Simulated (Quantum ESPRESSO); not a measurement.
Entries from a set of simulations; values are calculated unless marked as measured.

### FeCO3 (Siderite): which magnetic order is lowest

Symmetry: R-3c, No. 167, trigonal system. Conventional cell: a = 4.689 Å, b = 4.689 Å, c = 15.373 Å, α = 90.00°, β = 90.00°, γ = 120.00°. Fe has 6 O at 2.14 Å nearest. Nearest to C lie 3 O at 1.29 Å. O has 1 C at 1.29 Å and 2 Fe at 2.14 Å nearest. Farther neighbours and most contacts between anions are not listed.

| Item | Value |
| --- | --- |
| method | LDA; plane waves with GBRV 1.5 LDA potentials, no spin-orbit coupling (and 1 further level or step) |
| program | Quantum ESPRESSO 7.5 |
| settings of one run | GBRV 1.5 LDA, cutoff 544.23 eV, 6×6×6 k-mesh, 55 bands, fermi-dirac occupations, smearing width 0.05 eV, collinear spin, SCF threshold 2.00e-8, mesh matched on, starting moments 4 4 0 0 0 0 0 0 0 0 μB |
| cost | 2 runs, 2.7 min in all on 4 MPI ranks of Arm Neoverse V2, shared host (the runs of this entry) |
| notes | The run is spin-polarised, with a total moment of 8.00 μB a cell (absolute 8.01). No Hubbard term acts here. In such compounds local and semilocal functionals without one often delocalise the d electrons, and can shrink or lose moments and miss the size, sign and order of the couplings. The smearing term is large for its width, so states at the Fermi level are partly filled: at this level the cell is a metal or has a gap of a few widths at most. |
| lowest state found | ferromagnetic (from ferro ++) |
| largest site moment | 3.40 μB |
| next state with moments | antiferromagnetic, 15.6 meV a seeded atom higher |

The smearing terms TS of the orders run from 51 to 72 meV a seeded atom, so the differences would change at a smaller width: an order with a larger TS is lowered more by the smearing. This is the lowest of 2 collinear or spinless starts, no proof of the ground state.

[Hosts, paths, dates, database ids (printed as entryN), source tags and the programs' standing remarks are cut or masked in the printed files.]

[Where a cell is said to come from a database of computed structures, the database is the Materials Project.]
